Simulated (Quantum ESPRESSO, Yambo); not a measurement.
# SrTiO3 (Tausonite): G0W0 with Yambo, start to end, part 2 of 3

How does a plane-wave GW calculation on SrTiO3 (Tausonite) run from the first input to the gap?

Quantum ESPRESSO 7.5 and Yambo 5.3.0; PBE and many-body steps on it, plane waves. Known limits of the many-body steps: not at the basis limit; no spin-orbit coupling; coarse k mesh.

So far. Step 2 (Ground state): The gap is indirect, with the least direct gap 0.36 eV higher. Step 3 (Bands along the symmetry lines): The gap is 1.908 eV, as in the run before at this level.

## (4) Empty states on the mesh, 4×4×4 mesh, 67 bands

Level of this step: DFT, PBE, plane waves, norm-conserving pseudopotentials (Quantum ESPRESSO).

The sums over transitions need many empty states on a uniform mesh; this step solves for them.

Contents of pw.in:

```
&control
  calculation = 'nscf'
  prefix = 'x'
  outdir = 'o'
  pseudo_dir = 'pseudo'
/
&system
  ibrav = 0
  nat = 5
  ntyp = 3
  ecutwfc = 76.0
  nbnd = 67
  force_symmorphic = .true.
/
&electrons
  conv_thr = 1e-9
  electron_maxstep = 80
  diago_full_acc = .true.
  diago_thr_init = 5e-6
/
ATOMIC_SPECIES
  Sr 87.62 Sr.upf
  Ti 47.867 Ti.upf
  O 15.999 O.upf
CELL_PARAMETERS angstrom
  3.9052800000 0.0000000000 0.0000000000
  0.0000000000 3.9052800000 0.0000000000
  0.0000000000 0.0000000000 3.9052800000
ATOMIC_POSITIONS crystal
  Sr 0.5000000000 0.5000000000 0.5000000000
  Ti 0.0000000000 0.0000000000 0.0000000000
  O 0.5000000000 0.0000000000 0.0000000000
  O 0.0000000000 0.5000000000 0.0000000000
  O 0.0000000000 0.0000000000 0.5000000000
K_POINTS automatic
  4 4 4 0 0 0
```

On the command line:

```console
OMP_NUM_THREADS=1 mpirun -n 8 pw.x -nk 4 -in pw.in > pw.out
```

The program printed:

```text
[banner, memory and clock lines left out]
Program PWSCF v.7.5 starts

     Atomic positions and unit cell read from directory:
     o/x.save/

     Message from routine setup:
     using ibrav=0 with symmetry is DISCOURAGED, use correct ibrav instead

     bravais-lattice index     =            0
     lattice parameter (alat)  =       7.3799  a.u.
     unit-cell volume          =     401.9325 (a.u.)^3
     number of atoms/cell      =            5
     number of atomic types    =            3
     number of electrons       =        40.00
     number of Kohn-Sham states=           67
     kinetic-energy cutoff     =      76.0000  Ry
     charge density cutoff     =     304.0000  Ry
     Exchange-correlation= PBE
                           (   1   4   3   4   0   0   0)

     celldm(1)=   7.379910  celldm(2)=   0.000000  celldm(3)=   0.000000
     celldm(4)=   0.000000  celldm(5)=   0.000000  celldm(6)=   0.000000

     crystal axes: (cart. coord. in units of alat)
               a(1) = (   1.000000   0.000000   0.000000 )
               a(2) = (   0.000000   1.000000   0.000000 )
               a(3) = (   0.000000   0.000000   1.000000 )

     reciprocal axes: (cart. coord. in units 2 pi/alat)
               b(1) = (  1.000000  0.000000  0.000000 )
               b(2) = (  0.000000  1.000000  0.000000 )
               b(3) = (  0.000000  0.000000  1.000000 )
     Pseudo is Norm-conserving + core correction, Zval = 10.0
     Generated using ONCVPSP code by D. R. Hamann
     Using radial grid of 1834 points,  6 beta functions with:
     Pseudo is Norm-conserving + core correction, Zval = 12.0
     Generated using ONCVPSP code by D. R. Hamann
     Using radial grid of 1586 points,  6 beta functions with:
     Pseudo is Norm-conserving + core correction, Zval =  6.0
     Generated using ONCVPSP code by D. R. Hamann
     Using radial grid of  936 points,  5 beta functions with:
     Sr               10.00    87.62000     Sr( 1.00)
     Ti               12.00    47.86700     Ti( 1.00)
     O                 6.00    15.99900     O ( 1.00)

     48 Sym. Ops., with inversion, found

   Cartesian axes

     site n.     atom                  positions (alat units)
         1        Sr     tau(   1) = (   0.5000000   0.5000000   0.5000000  )
         2        Ti     tau(   2) = (   0.0000000   0.0000000   0.0000000  )
         3        O      tau(   3) = (   0.5000000   0.0000000   0.0000000  )
         4        O      tau(   4) = (   0.0000000   0.5000000   0.0000000  )
         5        O      tau(   5) = (   0.0000000   0.0000000   0.5000000  )

     number of k points=    10
                       cart. coord. in units 2pi/alat
        k(    1) = (   0.0000000   0.0000000   0.0000000), wk =   0.0312500
        k(    2) = (   0.0000000   0.0000000   0.2500000), wk =   0.1875000
        k(    3) = (   0.0000000   0.0000000  -0.5000000), wk =   0.0937500
[...]
k(    9) = (   0.2500000  -0.5000000  -0.5000000), wk =   0.1875000
        k(   10) = (  -0.5000000  -0.5000000  -0.5000000), wk =   0.0312500

     Dense  grid:    36041 G-vectors     FFT dimensions: (  45,  45,  45)

     The potential is recalculated from file :
     o/x.save/charge-density

     Starting wfcs are   27 randomized atomic wfcs +   40 random wfcs

     Band Structure Calculation

     End of band structure calculation

          k = 0.0000 0.0000 0.0000 (  4457 PWs)   bands (ev):

   -46.3527 -22.6721 -22.6271 -22.6271 -22.6271  -7.3121  -6.3299  -6.3299
    -4.6610  -4.6610  -4.6610   7.2355   7.2355   7.2355   8.8811   8.8811
     8.8811   9.6918   9.6918   9.6918  11.9545  11.9545  11.9545  14.4348
[...]
49.0814  49.1179  51.3632

          k = 0.0000 0.0000 0.2500 (  4504 PWs)   bands (ev):

[...]
49.3499  49.5909  49.7696

          k = 0.0000 0.0000-0.5000 (  4484 PWs)   bands (ev):

[...]
37.7092  38.4477  42.4565  43.5042  43.7767  43.7767  44.6006  44.8174
    45.0273  45.7350  46.3178  46.3178  47.9504  47.9504  48.8065  49.2405
    49.3406  49.9430  51.8258

          k = 0.0000 0.2500 0.2500 (  4514 PWs)   bands (ev):

     [... further k-points ...]

     highest occupied, lowest unoccupied level (ev):    10.0469   11.9545

     XML data file, pseudopotentials, collected wavefunctions
```

The job ended after 7.3 s (8 MPI ranks of AMD EPYC 7R43, shared host; peak memory 0.54 GiB; 56 s of CPU time).

This step gave:

| Quantity | Value |
| --- | --- |
| gap | 1.908 eV |
| k of the valence top | -0.5, -0.5, -0.5 |
| k of the conduction bottom | 0, 0, 0 |
| least direct gap | 2.263 eV |
| k points computed | 10 |
| lowest point of the top converged band, above the valence top | 39.47 eV |

On this mesh the gap is 1.908 eV.

## (5) Conversion and set-up

This step: Yambo 5.3.0; conversion and set-up on PBE, plane waves, norm-conserving pseudopotentials.

The states are converted to the many-body program's format and the q mesh is built.

On the command line:

```console
(cd o/x.save; p2y > p2y.log; mv SAVE ../..); yambo > setup.log
```

The program printed:

```text
 Yambo, version 5.3.0

 [02] CORE Variables Setup
 =========================

  [02.01] Unit cells
  ==================

  Cell kind             :  CUB
  Atoms in the cell     :  Sr  Ti  O
  number of Sr atoms    :  1
  number of Ti atoms    :  1
  number of O  atoms    :  3

  List of atomic masses
  Mass of Sr    :  87.62000
  Mass of Ti    :  47.86700
  Mass of O     :  15.99900

  List of atomic coordinates    : [cc]
  Sr1       :  3.689955  3.689955  3.689955  order 1
  Ti1       :  0.000000  0.000000  0.000000  order 2
  O1       :  3.689955  0.000000  0.000000  order 3
  O2       :  0.000000  3.689955  0.000000  order 4
  O3       :  0.000000  0.000000  3.689955  order 5

  Alat factors          :  7.379910  7.379910  7.379910 [a.u.]
  Direct lattice volume :  401.9325 [a.u.]
  Direct lattice vectors:  A[ 1 ]  A[ 2 ]  A[ 3 ]
   A[ 1 ]:  1.000000  0.000000  0.000000  [iru]
   7.379910  0.000000  0.000000  [cc]
   A[ 2 ]:  0.000000  1.000000  0.000000  [iru]
   0.000000  7.379910  0.000000  [cc]
   A[ 3 ]:  0.000000  0.000000  1.000000  [iru]
   0.000000  0.000000  7.379910  [cc]

  Recip. lattice volume :  0.617144 [a.u.]
  Recip. lattice vectors:  B[ 1 ]  B[ 2 ]  B[ 3 ]
   B[ 1 ]:  1.000000  0.000000  0.000000  [iku]
   0.851391  0.000000  0.000000  [cc]
   B[ 2 ]:  0.000000  1.000000  0.000000  [iku]
   0.000000  0.851391  0.000000  [cc]
   B[ 3 ]:  0.000000  0.000000  1.000000  [iku]
   0.000000  0.000000  0.851391  [cc]

  [02.02] Symmetries
  ==================

  Inversion symmetry    : yes
  Spatial inversion     : yes
  Inversion index       :  25
  K-space Time-reversal : no
  Magnetic symmetries   : no
  Group table correct   : yes
  Symmetries units      :  [cc]

   [S  1]:  1.000000  0.000000  0.000000  0.000000  1.000000  0.000000  0.000000  0.000000  1.000000
   [S  2]: -1.000000  0.000000  0.000000  0.000000 -1.000000  0.000000  0.000000  0.000000  1.000000
   [S  3]: -1.000000  0.000000  0.000000  0.000000  1.000000  0.000000  0.000000  0.000000 -1.000000
[...]
[... 36 further rows ...]
   [S 47]:  0.000000  1.000000  0.000000  0.000000  0.000000 -1.000000  1.000000  0.000000  0.000000
   [S 48]:  0.000000 -1.000000  0.000000  0.000000  0.000000  1.000000  1.000000  0.000000  0.000000

  [02.03] Reciprocal space
  ========================

  nG shells         :   352
  nG charge         :   36041
  nG WFs            :   5739
  nC WFs            :   4632
  G-vecs. in first 35 shells:  [ Number ]
     1    7   19   27   33   57   81   93  123
    147   171   179   203   251   257   305   341   365
    389   437   461   485   515   587   619   691   739
    751   799   847   895   925   949  1021  1045
  ...
  Shell energy in first 35 shells:  [ mHa ]
    0.00000      362.433      724.866      1087.30      1449.73      1812.16      2174.60      2899.46      3261.90
[...]
Grid dimensions      :   4   4   4
  K lattice UC volume  :  0.009643 [a.u.]

  IBZ K-points                                      :  10
  BZ  K-points                                      :   64

  K/Q-points units:
  rlu = crystal or reduced units; cc = cartesian coordinates; iku = interal k-units

  K [ 1]         [rlu]:  0.000000  0.000000  0.000000
         WF components:   4457
  K [ 2]         [rlu]:  0.000000  0.000000  0.250000
         WF components:   4504
  K [ 3]         [rlu]:  0.000000  0.000000 -0.500000
         WF components:   4484
[...]
K [ 8]         [rlu]:  0.250000  0.250000 -0.500000
[...]
K [ 9]         [rlu]:  0.250000 -0.500000 -0.500000
         WF components:   4524
  K [10]         [rlu]: -0.500000 -0.500000 -0.500000
         WF components:   4632

  [02.05] Energies & Occupations
  ==============================

  [X] === General ===
  [X] Electronic Temperature                        :  0.000000  0.000000 [eV K]
  [X] Bosonic    Temperature                        :  0.000000  0.000000 [eV K]
  [X] Finite Temperature mode                       : no
  [X] El. density                                   :  0.67159E+24 [cm-3]
  [X] Fermi Level                                   :  10.04689 [eV]

  [X] === Gaps and Widths ===
  [X] Conduction Band Min                           :  1.907630 [eV]
  [X] Valence Band Max                              :  0.000000 [eV]
  [X] Filled Bands                                  :  20
  [X] Empty Bands                                   :   21   67
  [X] Direct Gap                                    :  2.262761 [eV]
  [X] Direct Gap localized at k                     :  1
  [X] Indirect Gap                                  :  1.907630 [eV]
  [X] Indirect Gap between kpts                     :  10   1
  [X] Last valence band width                       :  0.731990 [eV]
  [X] 1st conduction band width                     :  2.609046 [eV]

  E @ K [ 1]:  [eV]
  -56.39959 -32.71902 -32.67399 -32.67399 -32.67399 -17.35894 -16.37680 -16.37680
[...]
occ @ K [ 1]
[...]
E @ K [ 2]:  [eV]
[...]
occ @ K [ 2]
[...]
E @ K [ 3]:  [eV]
[...]
occ @ K [ 3]
[...]
E @ K [ 8]:  [eV]
[...]
occ @ K [ 8]
[...]
E @ K [ 9]:  [eV]
[...]
occ @ K [ 9]
[...]
E @ K [10]:  [eV]
[...]
occ @ K [10]
[...]
0.000000  0.000000  0.000000  0.000000  0.000000  0.000000  0.000000  0.000000
   0.000000  0.000000  0.000000  0.000000  0.000000  0.000000  0.000000  0.000000

 [03] Transferred momenta grid and indexing
 ==========================================

 IBZ Q-points                                      :  10
 BZ  Q-points                                      :   64

 K/Q-points units:
 rlu = crystal or reduced units; cc = cartesian coordinates; iku = interal k-units

 Q [ 1]         [rlu]:  0.000000  0.000000  0.000000
 Q [ 2]         [rlu]:  0.000000  0.000000  0.250000
 Q [ 3]         [rlu]:  0.000000  0.000000 -0.500000
[...]
Q [ 8]         [rlu]:  0.250000  0.250000 -0.500000
 Q [ 9]         [rlu]:  0.250000 -0.500000 -0.500000
 Q [10]         [rlu]: -0.500000 -0.500000 -0.500000

  [03.01] X indexes
  =================

   [03.01.01] Sigma indexes
   ========================

 [06] Game Over & Game summary
```

Wall time 5.8 s (1 MPI rank); peak memory 0.25 GiB.

(Part 2 of 3 ends here.)

[Paths, hosts, dates, memory and timing lines, banners, echoed tables and standing remarks are left out of the program output.]

[Logs are printed without paths, hosts, clocks, repeated set-up lines and the standing remarks that a program may print on its own settings, such as how far it seeks lower states.]

[Runs of the session that timed out or met a known fault of the program may be left out.]

[Hosts, paths, dates, database ids (printed as entryN), source tags and the programs' standing remarks are cut or masked in the printed files.]
